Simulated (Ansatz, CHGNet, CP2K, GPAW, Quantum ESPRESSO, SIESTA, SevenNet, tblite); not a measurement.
## CP2K runs on random packing of C71N29 (at. %) (109 atoms)

How do the settings of CP2K change the result for random packing of C71N29 (at. %) (109 atoms)? A plane-wave run serves as the yardstick.

Calculated with CP2K 2026.2; the method is named at each step.

### 1. Set-up

The cell holds 109 atoms: 77 C and 32 N. Cell: a = 9.809 Å, b = 9.809 Å, c = 9.809 Å, α = 90.0°, β = 90.0°, γ = 90.0°. 109 atoms (77 C, 32 N) packed at random in a cube at 2.42 g/cm³ and pushed apart as soft spheres; a start for melting by ab initio MD, not an equilibrated structure. Then every atom was moved at random, 0.03 Å r.m.s. a Cartesian component.

The yardstick, on the same geometry:

| Item | Value |
| --- | --- |
| method | Kohn-Sham DFT, PBE, SSSP efficiency 1.3.0 pseudopotentials, plane waves (Quantum ESPRESSO 7.5); sssp-pbe-1.3.0-efficiency, cutoffs 60/480 Ry, Γ point |
| r.m.s. force component | 1.939 eV/Å |
| longest force | 8.589 eV/Å |
| pressure | -23.83 GPa |
| time | 2 min on 4 MPI ranks of Arm Neoverse V2, shared host |
| CPU time | 8.1 min |

### 2. PBE, DZVP-UZH, 600/50 Ry, diagonalisation

Method: Kohn-Sham DFT, PBE, GTH-PBE pseudopotentials, Gaussian and plane waves, DZVP-MOLOPT (UZH set), diagonalisation.

input.inp

```
&GLOBAL
  PROJECT cell
  RUN_TYPE ENERGY_FORCE
  PRINT_LEVEL LOW
&END GLOBAL
&FORCE_EVAL
  METHOD QS
  STRESS_TENSOR ANALYTICAL
  &DFT
    BASIS_SET_FILE_NAME BASIS_MOLOPT_UZH
    POTENTIAL_FILE_NAME POTENTIAL_UZH
    &MGRID
      CUTOFF 600
      REL_CUTOFF 50
      NGRIDS 5
    &END MGRID
    &QS
      EPS_DEFAULT 1.0E-12
    &END QS
    &SCF
      SCF_GUESS ATOMIC
      EPS_SCF 1.0E-06
      MAX_SCF 200
      ADDED_MOS 50
      &DIAGONALIZATION
        ALGORITHM STANDARD
      &END DIAGONALIZATION
      &SMEAR ON
        METHOD FERMI_DIRAC
        ELECTRONIC_TEMPERATURE [K] 580
      &END SMEAR
      &MIXING
        METHOD BROYDEN_MIXING
        ALPHA 0.15
        NBROYDEN 8
      &END MIXING
      &PRINT
        &RESTART OFF
        &END RESTART
      &END PRINT
    &END SCF
    &XC
      &XC_FUNCTIONAL PBE
      &END XC_FUNCTIONAL
    &END XC
    &PRINT
      &MULLIKEN ON
      &END MULLIKEN
      &HIRSHFELD ON
        SHAPE_FUNCTION DENSITY
      &END HIRSHFELD
      &MO ON
        EIGENVALUES T
        OCCUPATION_NUMBERS T
        MO_INDEX_RANGE 223 246
        &EACH
          QS_SCF 0
        &END EACH
        ADD_LAST NUMERIC
      &END MO
    &END PRINT
  &END DFT
  &SUBSYS
    &CELL
      A 9.80880 0.00000 0.00000
      B 0.00000 9.80880 0.00000
      C 0.00000 0.00000 9.80880
    &END CELL
    &TOPOLOGY
      COORD_FILE_NAME structure.xyz
      COORD_FILE_FORMAT XYZ
    &END TOPOLOGY
    &KIND C
      BASIS_SET DZVP-MOLOPT-PBE-GTH-q4
      POTENTIAL GTH-PBE-q4
    &END KIND
    &KIND N
      BASIS_SET DZVP-MOLOPT-PBE-GTH-q5
      POTENTIAL GTH-PBE-q5
    &END KIND
  &END SUBSYS
  &PRINT
    &FORCES ON
    &END FORCES
    &STRESS_TENSOR ON
    &END STRESS_TENSOR
  &END PRINT
&END FORCE_EVAL
```

structure.xyz

```xyz
109

C 4.67056 5.25487 7.32148
C 0.20167 8.98820 5.13756
C 3.55638 0.60481 7.40859
C 3.51861 2.66191 1.77353
C 3.30959 7.64871 1.97275
C 0.46906 6.19681 3.80140
C 5.53824 1.32350 1.82444
C 6.91579 7.48156 4.73029
C 8.73425 5.68704 8.22615
C 6.27910 2.00306 4.60994
C 1.69123 2.43052 1.80443
C 1.85700 3.36108 5.92461
C 7.45224 5.95002 2.07495
C 5.89048 7.07499 0.42874
C 2.39688 2.96010 4.04466
C 7.75268 0.60618 1.79275
C 0.72948 0.36165 3.75030
C 4.09007 7.24105 0.35312
C 1.98981 5.26428 4.45172
C 7.61545 2.58226 0.00579
C 1.17961 8.22762 2.25426
C 5.21367 3.04338 6.00436
C 9.41400 4.79287 5.47537
C 1.85406 0.61158 5.58425
C 1.62885 0.80432 8.72267
C 4.55295 9.00830 8.47598
C 6.36258 5.84340 3.70488
C 0.79294 4.97561 8.52659
C 8.28824 4.10626 2.63396
C 1.51379 4.99886 0.94655
C 0.66249 4.73912 2.78079
C 7.12070 5.59504 8.79741
C 7.69903 0.93066 4.99474
C 0.34488 7.25528 7.69785
C 6.05782 9.63057 2.84799
C 0.79902 2.76432 3.83151
C 2.84396 0.81276 0.29897
C 8.79182 1.82777 8.09422
C 7.25086 4.35668 4.85055
C 9.17084 9.57780 2.34205
C 4.56001 5.04682 2.78109
C 3.87399 4.96512 0.12241
C 6.42270 6.31020 5.74580
C 5.50489 4.17659 4.49606
C 4.44368 5.26193 5.73648
C 2.60021 8.45666 0.10780
C 9.12003 2.04249 4.58669
C 9.35357 2.78178 2.71978
C 7.40692 9.01183 3.56501
C 0.78166 1.89771 5.75325
C 1.57029 7.35219 4.96335
C 8.24096 6.37248 5.36757
C 0.26072 8.65793 8.90698
C 2.67172 4.82289 6.54983
C 0.20422 3.48261 7.10540
C 0.24836 3.02543 0.69976
[... 49 atom lines left out ...]
N 4.51931 3.16579 3.13440
N 5.04084 3.51420 7.74621
N 4.86232 0.99716 9.07275
N 9.36093 1.15548 1.08662
```

On the command line:

```
OMP_NUM_THREADS=1 mpirun -np 4 cp2k.psmp -i input.inp > output.txt
```

Numbers of over 12 decimals in the logs are rounded to 6 here.

What it wrote:

```text
CP2K| version string:                                       CP2K version 2026.2
 CP2K| Input file name                                                 input.inp
 GLOBAL| Basis set file name                                    BASIS_MOLOPT_UZH
 GLOBAL| Potential file name                                       POTENTIAL_UZH
 GLOBAL| Run type                                                   ENERGY_FORCE
 GLOBAL| Total number of message passing processes                             4
 GLOBAL| Number of threads for this process                                    1
 TOTAL NUMBERS AND MAXIMUM NUMBERS
  Total number of            - Atomic kinds:                                   2
                             - Atoms:                                        109
                             - Shell sets:                                   109
                             - Shells:                                       545
                             - Primitive Cartesian functions:                545
                             - Cartesian basis functions:                   1526
                             - Spherical basis functions:                   1417
  Maximum angular momentum of- Orbital basis functions:                        2
                             - Local part of the GTH pseudopotential:          2
                             - Non-local part of the GTH pseudopotential:      0
 SCF PARAMETERS         Density guess:                                    ATOMIC
                        max_scf:                                             200
                        eps_scf:                                        1.00E-06
                        added MOs                                        50    0
                        Mixing method:                            BROYDEN_MIXING
                                                charge density mixing in g-space
                        Smear method:                                FERMI_DIRAC
                        Electronic temperature [K]:                        580.0
                        Electronic temperature [a.u.]:                  1.84E-03
                        Accuracy threshold:                             1.00E-10
 Extrapolation method: initial_guess
 Number of electrons:                                                        468
 Number of occupied orbitals:                                                234
 Number of molecular orbitals:                                               284
 Number of orbital functions:                                               1417
 Number of independent orbital functions:                                   1417
 SCF WAVEFUNCTION OPTIMIZATION
  Step     Update method      Time    Convergence         Total energy    Change
     1 NoMix/Diag. 0.15E+00    3.7     0.59048242      -749.8002637803 -7.50E+02
     2 Broy./Diag. 0.15E+00    4.9     0.45755630      -735.0765960312  1.47E+01
     3 Broy./Diag. 0.15E+00    4.9     0.16978997      -742.9612327521 -7.88E+00
     4 Broy./Diag. 0.15E+00    4.9     0.13302682      -742.6880408367  2.73E-01
[...]
27 Broy./Diag. 0.15E+00    5.0     0.00000105      -742.0199645044  6.10E-06
    28 Broy./Diag. 0.15E+00    5.0     0.00000051      -742.0199608385  3.67E-06
  *** SCF run converged in    28 steps ***
  Electronic density on regular grids:       -467.9999999998        0.0000000002
  Core density on regular grids:              467.9999999997       -0.0000000003
  Total charge density on r-space grids:       -0.0000000002
  Total charge density g-space grids:          -0.0000000002
  Overlap energy of the core charge distribution:               7.49013e-09
  Self energy of the core charge distribution:              -1821.662560
  Core Hamiltonian energy:                                    506.654363
  Hartree energy:                                             772.145940
  Exchange-correlation energy:                               -199.139745
  Electronic entropic energy:                                  -0.017959
  Fermi energy:                                                 0.223191
  Total energy:                                              -742.019961
  Total energy (extrapolated to T->0):                       -742.010981
 MO| EIGENVALUES AND OCCUPATION NUMBERS
 MO|
 MO|  Index      Eigenvalue [a.u.]        Eigenvalue [eV]             Occupation
 MO|    223               0.202795               5.518324               1.999970
 MO|    224               0.205021               5.578910               1.999899
 MO|    225               0.205828               5.600854               1.999843
[...]
MO|    245               0.239002               6.503582               0.000365
 MO|    246               0.241524               6.572195               0.000093
 MO| Sum:                                                             468.000000
 MO| E(Fermi):            0.223191 a.u.          6.073339 eV
 !-----------------------------------------------------------------------------!
                     Mulliken Population Analysis
 #  Atom  Element  Kind  Atomic population                           Net charge
       1     C        1          3.878046                              0.121954
       2     C        1          3.960036                              0.039964
       3     C        1          3.838204                              0.161796
[...]
108     N        2          5.175229                             -0.175229
     109     N        2          5.235652                             -0.235652
 # Total charge                            468.000000                  0.000000
 !-----------------------------------------------------------------------------!
 !-----------------------------------------------------------------------------!
                           Hirshfeld Charges
  #Atom  Element  Kind  Ref Charge     Population                    Net charge
      1       C      1       4.000          3.963                         0.037
      2       C      1       4.000          3.976                         0.024
      3       C      1       4.000          3.956                         0.044
[...]
108       N      2       5.000          5.043                        -0.043
    109       N      2       5.000          5.084                        -0.084
  Total Charge                                                           -0.000
 !-----------------------------------------------------------------------------!
 ENERGY| Total FORCE_EVAL ( QS ) energy [hartree]           -742.019960
 FORCES| Atomic forces [hartree/bohr]
 FORCES|   Atom     x               y               z               |f|
 FORCES|      1 -1.03127032E-02 -3.60779267E-03 -3.76243870E-02   3.91785976E-02
 FORCES|      2  4.25180782E-02 -3.78164500E-02 -4.92654778E-02   7.52659163E-02
 FORCES|      3 -2.14533152E-02  1.00182596E-02 -1.59098091E-02   2.85259932E-02
[...]
FORCES|    108 -4.71647181E-02  2.31135247E-02 -1.10400065E-02   5.36714766E-02
 FORCES|    109 -2.95886019E-02 -5.30986892E-02 -8.48681570E-03   6.13757460E-02
 FORCES| Sum    -3.80945899E-04 -2.66811326E-04  2.41691958E-05
 FORCES| Total atomic force                                       4.65716879E-04
 STRESS| Analytical stress tensor [bar]
 STRESS|                        x                   y                   z
 STRESS|      x       -2.18324103796E+05   7.02022388107E+03  -3.08219256019E+04
 STRESS|      y        7.02022388107E+03  -2.41965864899E+05  -8.21272723419E+03
 STRESS|      z       -3.08219256019E+04  -8.21272723419E+03  -1.72011944483E+05
 STRESS| 1/3 Trace                                            -2.10767304393E+05
```

Run time: 2.6 min. Hardware: 4 MPI ranks of Arm Neoverse V2, shared host; peak memory 3.5 GiB.

Banners, paths, timers and routine set-up lines are dropped from the logs unmarked, and long logs keep their key lines alone; longer cuts are marked.

Against the reference:

* r.m.s. force component: 1.944 eV/Å
* r.m.s. difference of force components: 89.16 meV/Å
* longest difference of force vectors: 336.9 meV/Å
* force difference over r.m.s. force: 4.598 %
* slope of forces against the reference's: 1.002
* correlation of force components: 0.999
* pressure: -21.08 GPa
* pressure difference: 2.756 GPa

Length of the force difference by element (eV/Å):

| element | atoms | mean | most |
| --- | --- | --- | --- |
| C | 77 | 0.14 | 0.34 |
| N | 32 | 0.13 | 0.24 |

Local excerpt of 10 atoms (numbers count through the whole input) about C50, picked at random; x, y, z are measured from there.

| atom | x | y | z | distance (Å) | Hirshfeld charge (e) | Fx | Fy | Fz (eV/Å) |
| --- | --- | --- | --- | --- | --- | --- | --- | --- |
| C50 | 0.00 | 0.00 | 0.00 | 0.00 | 0.01 | -0.10 | 0.30 | 0.23 |
| C24 | 1.07 | -1.29 | -0.17 | 1.68 | -0.01 | -0.81 | 2.57 | -2.17 |
| C12 | 1.08 | 1.46 | 0.17 | 1.82 | 0.01 | 2.08 | -1.67 | -0.14 |
| C47 | -1.47 | 0.14 | -1.17 | 1.88 | 0.01 | 2.23 | -1.64 | 2.30 |
| C36 | 0.02 | 0.87 | -1.92 | 2.11 | 0.01 | -3.02 | 1.01 | -2.01 |
| C55 | -0.58 | 1.58 | 1.35 | 2.16 | 0.01 | 2.18 | -0.09 | -0.67 |
| C71 | -0.97 | -1.63 | 1.29 | 2.29 | 0.05 | -1.13 | -0.32 | 1.14 |
| C59 | 1.67 | -0.70 | -1.74 | 2.52 | 0.02 | -0.90 | -0.55 | 2.09 |
| C17 | -0.05 | -1.54 | -2.00 | 2.52 | 0.00 | -1.39 | 0.07 | -0.54 |
| C15 | 1.62 | 1.06 | -1.71 | 2.58 | -0.01 | -3.45 | -2.68 | 1.19 |

Forces lie 4.6 % from the reference's, at 1.3 times its CPU time.

### 3. PBE, SZV-MOLOPT-SR, 600/50 Ry, diagonalisation

Method: Kohn-Sham DFT, PBE, GTH-PBE pseudopotentials, Gaussian and plane waves, SZV-MOLOPT-SR-GTH, diagonalisation.

input.inp: that of step 2 with these lines changed.

```diff
@@ -9,4 +9,4 @@
   &DFT
-    BASIS_SET_FILE_NAME BASIS_MOLOPT_UZH
-    POTENTIAL_FILE_NAME POTENTIAL_UZH
+    BASIS_SET_FILE_NAME BASIS_MOLOPT
+    POTENTIAL_FILE_NAME GTH_POTENTIALS
     &MGRID
@@ -68,8 +68,31 @@
     &END CELL
-    &TOPOLOGY
-      COORD_FILE_NAME structure.xyz
-      COORD_FILE_FORMAT XYZ
-    &END TOPOLOGY
+    &COORD
+      C 4.67056 5.25487 7.32148
+      C 0.20167 8.98820 5.13756
+      C 3.55638 0.60481 7.40859
+      C 3.51861 2.66191 1.77353
+      C 3.30959 7.64871 1.97275
+      C 0.46906 6.19681 3.80140
+      C 5.53824 1.32350 1.82444
+      C 6.91579 7.48156 4.73029
+      C 8.73425 5.68704 8.22615
+      C 6.27910 2.00306 4.60994
+      C 1.69123 2.43052 1.80443
+      C 1.85700 3.36108 5.92461
+      C 7.45224 5.95002 2.07495
+      C 5.89048 7.07499 0.42874
+      C 2.39688 2.96010 4.04466
+      C 7.75268 0.60618 1.79275
+      C 0.72948 0.36165 3.75030
+      C 4.09007 7.24105 0.35312
+      C 1.98981 5.26428 4.45172
+      C 7.61545 2.58226 0.00579
+[... 85 atom lines left out ...]
+      N 4.51931 3.16579 3.13440
+      N 5.04084 3.51420 7.74621
+      N 4.86232 0.99716 9.07275
+      N 9.36093 1.15548 1.08662
+    &END COORD
     &KIND C
-      BASIS_SET DZVP-MOLOPT-PBE-GTH-q4
+      BASIS_SET SZV-MOLOPT-SR-GTH-q4
       POTENTIAL GTH-PBE-q4
@@ -77,3 +100,3 @@
     &KIND N
-      BASIS_SET DZVP-MOLOPT-PBE-GTH-q5
+      BASIS_SET SZV-MOLOPT-SR-GTH-q5
       POTENTIAL GTH-PBE-q5
```

On the command line:

```
OMP_NUM_THREADS=2 cp2k.psmp -i input.inp > output.txt
```

What it wrote:

```text
CP2K| version string:                                       CP2K version 2026.2
 CP2K| Input file name                                                 input.inp
 GLOBAL| Basis set file name                                        BASIS_MOLOPT
 GLOBAL| Potential file name                                      GTH_POTENTIALS
[... lines left out ...]
 Number of electrons:                                                        468
[... lines left out ...]
  Step     Update method      Time    Convergence         Total energy    Change
[... lines left out ...]
  *** SCF run converged in    29 steps ***
[... lines left out ...]
  Fermi energy:                                                 0.274651
  Total energy:                                              -736.553661
  Total energy (extrapolated to T->0):                       -736.545150
[... lines left out ...]
 MO| E(Fermi):            0.274651 a.u.          7.473636 eV
[... lines left out ...]
 ENERGY| Total FORCE_EVAL ( QS ) energy [hartree]           -736.553632
[... lines left out ...]
 FORCES|      1 -1.96693644E-02  7.41293213E-03 -4.88600069E-02   5.31896206E-02
 FORCES|      2  6.80482729E-02 -4.58343718E-02 -7.59450712E-02   1.11798976E-01
 FORCES|      3 -3.93555344E-02  1.23973955E-02 -2.18804496E-02   4.67044706E-02
[...]
FORCES|    108 -5.72110847E-02  3.68760457E-02 -2.40052091E-03   6.81081012E-02
 FORCES|    109 -1.78559705E-02 -5.64272345E-02 -3.16213309E-02   6.71027350E-02
 FORCES| Sum    -6.40197164E-04 -1.37961528E-04 -3.88458604E-05
 FORCES| Total atomic force                                       6.56044810E-04
 STRESS| Analytical stress tensor [bar]
 STRESS|                        x                   y                   z
 STRESS|      x       -1.56339252961E+05   1.32075202626E+04  -4.53614556302E+04
 STRESS|      y        1.32075202626E+04  -1.83108854578E+05  -9.86303562693E+03
 STRESS|      z       -4.53614556302E+04  -9.86303562693E+03  -1.00547605290E+05
 STRESS| 1/3 Trace                                            -1.46665237610E+05
```

It took 3 min on 2 threads; peak memory 2.4 GiB.

Numbers from this run, and their distance from the reference:

```
r.m.s. force component                  : 2.347 eV/Å
r.m.s. difference of force components   : 918.2 meV/Å
longest difference of force vectors     : 3781 meV/Å
force difference over r.m.s. force      : 47.35 %
slope of forces against the reference's : 1.12
correlation of force components         : 0.9256
pressure                                : -14.67 GPa
pressure difference                     : 9.166 GPa
```

This is a coarse setting, run to see what it loses.

Against the first run (4.6 %), the force difference from the reference is 47 %, at 0.55 times the CPU time (on 2 against 4 cores), with 436 basis functions against 1417; this set comes with other potentials too, so the change isn't the basis's alone.

### 4. Side by side

Differences are against the plane-wave reference, forces as r.m.s. over components; share is that over the reference's r.m.s. force, slope the least-squares factor from reference forces to these. Total energies of different programs have different zeros and aren't compared.

| run | Δ force, r.m.s. (meV/Å) | share (%) | slope | Δ pressure (GPa) | cores | CPU time | memory (GiB) |
| --- | --- | --- | --- | --- | --- | --- | --- |
| reference | - | - | - | - | 4 | 8.1 min | 3.1 |
| CP2K PBE, DZVP-UZH, 600/50 Ry, diagonalisation | 89.2 | 4.60 | 1.002 | 2.76 | 4 | 10 min | 3.5 |
| CP2K PBE, SZV-MOLOPT-SR, 600/50 Ry, diagonalisation (coarse) | 918 | 47.3 | 1.120 | 9.17 | 2 | 5.6 min | 2.4 |

Rows marked coarse were listed beforehand as settings not expected to be converged; some can still land near the reference.

CPU time is summed over cores on a shared host, where runs went side by side, so it is rough. Symmetry, cutoffs, thresholds, outputs and thread counts weren't matched or tuned between programs; memory under MPI is the largest rank's times the ranks.

Further runs of this program without a result: CP2K GFN1-xTB, diagonalisation (not converged).

### 5. Summary of results

```yaml
nearest_in_forces: CP2K PBE, DZVP-UZH, 600/50 Ry, diagonalisation, 4.6 %
its_cpu_time: 10 min
```

The PBE run in local orbitals, coarse settings apart, differs by 4.6 % (CP2K PBE, DZVP-UZH, 600/50 Ry, diagonalisation); basis, grid and potentials can all enter. Runs with settings chosen to be coarse differ by 47 % (CP2K PBE, SZV-MOLOPT-SR, 600/50 Ry, diagonalisation), their programs' other errors included. None of the electronic-structure runs in the table takes under half the reference's CPU time of 8.1 min; they take 0.69 to 1.3 times as much. In pressure, CP2K PBE, SZV-MOLOPT-SR, 600/50 Ry, diagonalisation misses by +9.2 GPa, at the same functional. The reference's pressure holds the uncorrected Pulay stress of its 60 Ry basis, so small pressure differences, and their order, may be the reference's own error. The reference's stress is far from hydrostatic: its diagonal is -24.5, -27.0, -19.9 GPa, compression counted positive. The reference's pressure of -24 GPa says that the cell would shrink at this level of theory. The electronic-structure runs sample only Γ, in a cell whose shortest periodic width is 10 Å, which is coarse for a cell with partly filled levels.

[Also dropped from logs without a mark: logging warnings of Python, and SIESTA's first energy breakdown and zero terms.]

[Logs are printed without paths, hosts, clocks, repeated set-up lines and the standing remarks that a program may print on its own settings, such as how far it seeks lower states.]

[Hosts, paths, dates, database ids (printed as entryN), source tags and the programs' standing remarks are cut or masked in the printed files.]
